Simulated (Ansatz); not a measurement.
**Random wurtzite alloy of AlN and GaN (72 atoms): a short ab initio trajectory**

Wanted: a short trajectory of random wurtzite alloy of AlN and GaN (72 atoms) with its pair distributions.

Program: Ansatz 0.2.0. Level of theory: Kohn-Sham DFT, PBE, PAW (set soft_2), plane waves. Results are calculated unless marked as measured.

### Step 1. Starting point

The cell holds 72 atoms: 22 Al, 36 N and 14 Ga. Its edges and angles: a = 9.426 Å, b = 9.426 Å, c = 10.122 Å, α = 90.0°, β = 90.0°, γ = 120.0°. It derives from AlN (wurtzite) and GaN, repeated 3×3×2. Wurtzite AlN, 3 x 3 x 2 conventional cells, 14 of 36 Al sites given to Ga at random (x = 0.389), lattice by Vegard's rule (a = 3.142 Å, c = 5.061 Å); not relaxed, displaced by a Gaussian of 0.02 Å.

Before any run, some limits are plain. The host structure and its lattice constant were typed by rule, without a check against the phase diagram. Only the Γ point is sampled, in a cell whose shortest periodic width is 8 Å.

### Step 2. Dynamics at 900 K

A Nosé–Hoover thermostat steers the temperature while disturbing the dynamics little. The time step is 1.0 fs.

File input.yaml:

```yaml
crystal:
  lattice:
    - [9.4257, 0.0, 0.0]
    - [-4.71285, 8.1629, 0.0]
    - [0.0, 0.0, 10.1218]
  atoms:
    - { symbol: Al, position: [0.00176, 0.00211, 0.00107] }
    - { symbol: "N", position: [0.11097, 0.22511, 0.06032] }
    - { symbol: Al, position: [0.11106, 0.22216, 0.24811] }
    - { symbol: "N", position: [0.99675, 0.00158, 0.30879] }
    [... 62 atom lines left out ...]
    - { symbol: Ga, position: [0.77632, 0.88645, 0.24942] }
    - { symbol: "N", position: [0.66815, 0.66564, 0.30972] }
    - { symbol: Al, position: [0.66676, 0.66089, 0.50288] }
    - { symbol: "N", position: [0.78008, 0.88808, 0.55618] }
    - { symbol: Ga, position: [0.77718, 0.88966, 0.74874] }
    - { symbol: "N", position: [0.6642, 0.66568, 0.80999] }
kpoints:
  mp_grid: { grid: [1, 1, 1] }
hamiltonian:
  xc: pbe
scf:
  occupations: { method: gaussian, width: 0.05 }
output:
  forces: true
md:
  timestep: 1.0
  n_steps: 400
  ensemble: nvt_nose_hoover
  temperature: 900
  initial_velocities: maxwell_boltzmann
  seed: 192
```

Launch:

```
$ ansatz run input.yaml --threads 4 --pin off --max-ram 8192MiB --backend cpu --events-out ev --progress --plain --runs-dir out
```

The job ended after 22 min (4 threads of Arm Neoverse V2, shared host; peak memory 1.1 GiB).

The program notes that it switched symmetry off.

Rows from the run:

```csv
time (fs),T (K),potential (meV/atom),conserved (meV/atom)
0.0,900,0.0,0.00
27.0,613,38.1,0.08
53.0,586,46.6,0.10
80.0,554,58.3,0.16
107.0,607,58.3,0.16
133.0,690,53.5,0.14
160.0,705,58.4,0.15
187.0,637,74.6,0.20
213.0,647,81.6,0.22
240.0,753,76.9,0.22
267.0,902,67.0,0.18
293.0,843,81.6,0.18
320.0,841,90.1,0.23
347.0,981,80.5,0.19
373.0,873,101.0,0.27
400.0,996,92.0,0.24
```

Mean square displacement from the first frame to the last: Al 0.023 Å², N 0.031 Å², Ga 0.019 Å².

The mean square displacement by time lag:

```csv
time lag (fs),Al (Å²),Ga (Å²),N (Å²)
1.0,5.7e-5,2.4e-5,1.4e-4
9.0,0.00434,0.00188,0.0102
17.0,0.0135,0.00629,0.0284
25.0,0.0237,0.0124,0.0411
34.0,0.0329,0.0203,0.0404
42.0,0.0379,0.0276,0.0321
50.0,0.0410,0.0347,0.0280
59.0,0.0431,0.0422,0.0350
67.0,0.0437,0.0483,0.0468
75.0,0.0431,0.0534,0.0547
83.0,0.0416,0.0573,0.0544
92.0,0.0398,0.0603,0.0475
100.0,0.0387,0.0616,0.0424
108.0,0.0380,0.0618,0.0418
117.0,0.0368,0.0610,0.0448
125.0,0.0352,0.0597,0.0475
133.0,0.0336,0.0577,0.0483
141.0,0.0327,0.0553,0.0470
150.0,0.0326,0.0518,0.0442
158.0,0.0331,0.0482,0.0412
166.0,0.0339,0.0443,0.0386
175.0,0.0345,0.0399,0.0373
183.0,0.0344,0.0364,0.0383
191.0,0.0335,0.0334,0.0396
200.0,0.0315,0.0304,0.0389
```

Over the second half of 400 fs the temperature averages 822 K, rising from about 730 to 899 K (means over the first and last quarter of that half). The conserved energy stays within 0.29 meV/atom. From first frame to last N has the largest mean square displacement, 0.031 Å² at the end; the farthest move is 0.39 Å. Over this window the atoms only vibrate about their places. The run spans 0.40 ps, too short for its means to be equilibrium values.

### Step 3. Distances and neighbours late in the run

The g(r) is a mean over the second half; what follows it is taken at the last frame.

Density 4.42 g/cm³, 10.82 Å³ an atom.

Mean of 14 frames. Pair distribution functions g(r), in bins of 0.2 Å:

```
r (Å)  total   N-N  N-Al  N-Ga  Al-Al  Al-Ga  Ga-Ga
 1.70   0.27  0.00  0.73  0.23   0.00   0.00   0.00
 1.90   3.76  0.00  8.13  6.57   0.00   0.00   0.00
 2.10   0.64  0.00  0.71  2.19   0.00   0.00   0.00
 2.30   0.01  0.00  0.00  0.06   0.00   0.00   0.00
 2.50   0.00  0.00  0.00  0.00   0.00   0.00   0.00
 2.70   0.02  0.05  0.01  0.01   0.01   0.00   0.00
 2.90   0.73  1.55  0.14  0.12   1.45   0.91   0.88
 3.10   3.58  6.24  0.50  0.45   7.42   6.80   7.20
 3.30   1.39  2.58  0.29  0.38   2.05   2.32   3.03
 3.50   0.77  0.14  1.49  1.43   0.02   0.02   0.10
 3.70   1.62  0.01  3.29  3.17   0.00   0.00   0.00
 3.90   0.46  0.00  0.86  1.00   0.00   0.00   0.00
 4.10   0.11  0.15  0.10  0.07   0.14   0.11   0.12
 4.30   0.99  1.04  1.02  0.88   0.92   1.09   0.84
 4.50   1.35  1.23  1.38  1.47   1.27   1.48   1.14
 4.70   0.86  0.24  1.50  1.56   0.17   0.20   0.16
 4.90   0.99  0.22  1.79  1.73   0.17   0.23   0.16
 5.10   0.38  0.56  0.19  0.24   0.50   0.66   0.42
 5.30   1.05  2.10  0.02  0.02   1.89   2.32   1.69
 5.50   1.44  2.55  0.22  0.28   2.60   2.98   2.26
 5.70   0.99  0.81  1.25  1.27   0.55   0.75   0.41
 5.90   1.42  1.54  1.27  1.24   1.65   1.63   1.70
 6.10   0.95  1.27  0.65  0.65   1.19   1.25   1.27
 6.30   1.01  0.91  1.06  1.14   1.00   0.89   1.02
 6.50   1.16  0.18  2.17  2.13   0.18   0.14   0.15
 6.70   0.89  0.12  1.69  1.61   0.07   0.11   0.15
 6.90   0.81  0.87  0.74  0.79   0.81   0.96   0.66
 7.10   0.90  1.04  0.75  0.73   1.05   1.14   0.94
```

Bonds by pair of elements; cutoffs follow the first minimum of g(r), held within bounds set by covalent radii, and pairs that aren't listed don't count as bonded:

| pair A-B | cutoff (Å) | bonds | mean length (Å) | spread (Å) | shortest (Å) | B about A | A about B |
| --- | --- | --- | --- | --- | --- | --- | --- |
| N-Al | 2.43 | 88 | 1.90 | 0.072 | 1.75 | 2.44 | 4 |
| N-Ga | 2.52 | 56 | 1.96 | 0.082 | 1.78 | 1.56 | 4 |

How many atoms have how many bonded neighbours:

```
element  mean   4
     Al     4  22
     Ga     4  14
      N     4  36
```

Bond angles, per cent of each kind in bins of 5°:

| angle (°) | N-Al-N | Al-N-Ga | N-Ga-N | Al-N-Al | Ga-N-Ga |
| --- | --- | --- | --- | --- | --- |
| 90–95 | 0.0 | 0.0 | 0.0 | 0.0 | 2.9 |
| 95–100 | 3.8 | 3.1 | 4.8 | 2.4 | 8.6 |
| 100–105 | 18.9 | 15.3 | 14.3 | 15.7 | 31.4 |
| 105–110 | 34.8 | 36.7 | 36.9 | 33.7 | 37.1 |
| 110–115 | 27.3 | 33.7 | 27.4 | 28.9 | 14.3 |
| 115–120 | 10.6 | 7.1 | 15.5 | 14.5 | 2.9 |
| 120–125 | 4.5 | 4.1 | 1.2 | 3.6 | 2.9 |
| 125–130 | 0.0 | 0.0 | 0.0 | 1.2 | 0.0 |

Bond angles (no mean is given where the spread exceeds 20°):

```csv
angle,count,mean (°),spread (°)
N-Al-N,132,109,5.6
Al-N-Ga,98,110,5
N-Ga-N,84,109,5.1
Al-N-Al,83,110,5.8
Ga-N-Ga,35,106,5.4
```

Rings of the network by King's shortest-path rule, up to 12 atoms, one path for each pair of neighbours; H, halogens, alkali and alkaline-earth atoms are left out, and the last column divides by all other atoms, bonded or not:

```csv
ring size (atoms),rings,per network atom
6,142,1.97
```

For some of the pairs, g(r) has its first main peak near 3.13 Å (N-N), 1.89 Å (N-Al), 1.95 Å (N-Ga), 3.09 Å (Al-Al), 3.14 Å (Al-Ga) and 3.15 Å (Ga-Ga). Counting bonds as in the table, all Al atoms have 4, all Ga atoms have 4 and all N atoms have 4 bonded neighbours. The N-Al-N angle averages 109° with a spread of 6°. All rings counted have 6 atoms.

### Step 4. Single point at the last frame

The last frame is solved once more, with the analyses that the dynamics left out.

File input.yaml:

```yaml
crystal:
  lattice:
    - [9.4257, 0.0, 0.0]
    - [-4.71285, 8.1629, 0.0]
    - [0.0, 0.0, 10.1218]
  atoms:
    - { symbol: Al, position: [0.00688, 0.98581, 0.00412] }
    - { symbol: "N", position: [0.09875, 0.20506, 0.05072] }
    - { symbol: Al, position: [0.09534, 0.199, 0.2324] }
    - { symbol: "N", position: [0.99155, 0.99678, 0.30784] }
    [... 62 atom lines left out ...]
    - { symbol: Ga, position: [0.7505, 0.87072, 0.26265] }
    - { symbol: "N", position: [0.63955, 0.64695, 0.31022] }
    - { symbol: Al, position: [0.65731, 0.65713, 0.50659] }
    - { symbol: "N", position: [0.75842, 0.87604, 0.56634] }
    - { symbol: Ga, position: [0.78531, 0.89008, 0.7535] }
    - { symbol: "N", position: [0.65816, 0.65759, 0.81598] }
kpoints:
  mp_grid: { grid: [1, 1, 1] }
hamiltonian:
  xc: pbe
scf:
  occupations: { method: gaussian, width: 0.05 }
output:
  forces: true
  stress: true
  populations: true
  dos:
    method: { smearing: { sigma: 0.15 } }
    de: 0.1
    projected: { site_lists: { Al: [Al], Ga: [Ga], "N": ["N"] } }
  eigenvalues: true
  write_density: true
  write_potential: true
  volumetric_format: npy
  elf: true
```

The job ended after 9.8 s (4 threads; peak memory 1 GiB).

Read from the output:

```
free energy                                      : -78671.5588 eV
free energy per atom                             : -1092.6605 eV/atom
SCF cycles                                       : 8
pressure                                         : 6.454 GPa
r.m.s. force component                           : 1.224 eV/Å
longest force                                    : 4.084 eV/Å
Fermi energy                                     : 9.829 eV
gap (highest filled to lowest empty level) : 2.706 eV
spilling of the projection                       : 0.004666
```

Length of the force by element:

```
element  coordination  atoms  mean length of the force (eV/Å)  spread  least  most
     Al           all     22                             2.00   0.912  0.389  3.85
     Ga           all     14                             1.70   0.601  0.585  2.82
      N           all     36                             2.01   0.853  0.574  4.08
```

Löwdin charges by element (they lack the spilled electrons, 0.028 e an atom on average):

```csv
element,coordination,atoms,mean charge (e),spread,least,most
Al,all,22,1.12,0.0206,1.08,1.15
Ga,all,14,0.759,0.0202,0.715,0.794
N,all,36,-0.926,0.0796,-1.07,-0.808
```

Charge against the make-up of the first shell:

```
Ga neighbours of N  atoms  mean charge (e)
                 0      8            -1.05
                 1      7           -0.964
                 2     14           -0.891
                 3      7           -0.821
```

Density of states as counts of states in windows of 1 eV (from the Fermi level), total and the larger projections:

```csv
from (eV),to (eV),total,N p,Al p,Ga p,Ga s,N s,Ga d
-14,-13,29.5,0.5,2.0,2.0,0.4,9.2,14.9
-13,-12,6.9,0.1,0.4,0.7,0.1,2.6,3.0
-12,-9,0.0,0.0,0.0,0.0,0.0,0.0,0.0
-9,-8,1.9,1.0,0.3,0.2,0.3,0.0,0.0
-8,-7,16.7,9.6,1.1,0.6,3.3,0.8,0.1
-7,-6,42.0,25.7,4.3,2.8,2.9,2.0,0.3
-6,-5,26.9,17.6,2.8,2.1,0.9,1.4,0.2
-5,-4,19.7,14.6,1.8,1.2,0.3,0.6,0.2
-4,-3,44.2,35.9,3.8,2.8,0.3,0.4,0.3
-3,-2,48.4,41.4,2.8,2.6,0.2,0.2,0.4
-2,-1,16.1,14.6,0.3,0.6,0.0,0.1,0.2
-1,1,0.0,0.0,0.0,0.0,0.0,0.0,0.0
1,2,2.0,0.2,0.0,0.0,0.4,0.8,0.0
2,3,5.1,0.9,1.3,0.9,0.7,0.8,0.0
3,4,29.6,4.1,8.0,5.6,2.8,5.2,0.0
4,5,25.9,3.2,7.0,4.3,2.6,4.0,0.0
```

Between -18 and -14 eV lie 176 more states.

The levels nearest the highest filled one (over half full), pooled over k-points and spins:

```
level less the highest filled one (eV)  occupation
                                -0.465           2
                                -0.368           2
                                -0.214           2
                                -0.119           2
                               -0.0165           2
                                     0           2
                                  2.71           0
                                  4.09           0
                                  4.29           0
                                  4.37           0
                                  4.48           0
                                  4.58           0
```

Mean Löwdin charges: Al +1.12, Ga +0.76, N -0.93 e (they miss 0.47 % of the electrons, so they add up to more than the cell's charge). The charge on N changes by +0.075 e for each Ga neighbour that takes the place of another kind, on average. The largest share in the top eV of filled states is N p (90 % of the projected weight), and in the lowest eV of empty states N s (43 % of the projected weight).

1 further run on a deliberately doubtful input is not shown.

### Step 5. What came out

```yaml
mean_temperature_second_half: 822.5 K
temperature_swing_second_half: 93.22 K
slope_of_the_conserved_energy_against_time_by_least_squares: 0.3731 meV/atom/ps
free_energy_per_atom: -1092.6605 eV/atom
density: 4.422 g/cm³
pressure: 6.454 GPa
r_m_s_force_component: 1.224 eV/Å
spacing_of_highest_filled_and_lowest_empty_level: 2.706 eV
wall_time_of_the_2_dft_runs: 22 min
```

**Reading.** Over the second half of 400 fs the temperature averages 822 K, rising from about 730 to 899 K (means over the first and last quarter of that half). The conserved energy stays within 0.29 meV/atom. The run spans 0.40 ps, too short for its means to be equilibrium values. Counting bonds as in the table, all Al atoms have 4, all Ga atoms have 4 and all N atoms have 4 bonded neighbours. Between filled and empty levels lie 2.71 eV at Γ alone; the mesh holds the band edges only if they fold onto it, so the gap at this level can be narrower or closed, while semilocal functionals tend to narrow gaps against experiment.

What to keep in mind: The pressure of 6.5 GPa is that of one thermal frame at a volume set beforehand, without the kinetic term.

[Logs are printed without paths, hosts, clocks, repeated set-up lines and the standing remarks that a program may print on its own settings, such as how far it seeks lower states.]

[Hosts, paths, dates, database ids (printed as entryN), source tags and the programs' standing remarks are cut or masked in the printed files.]
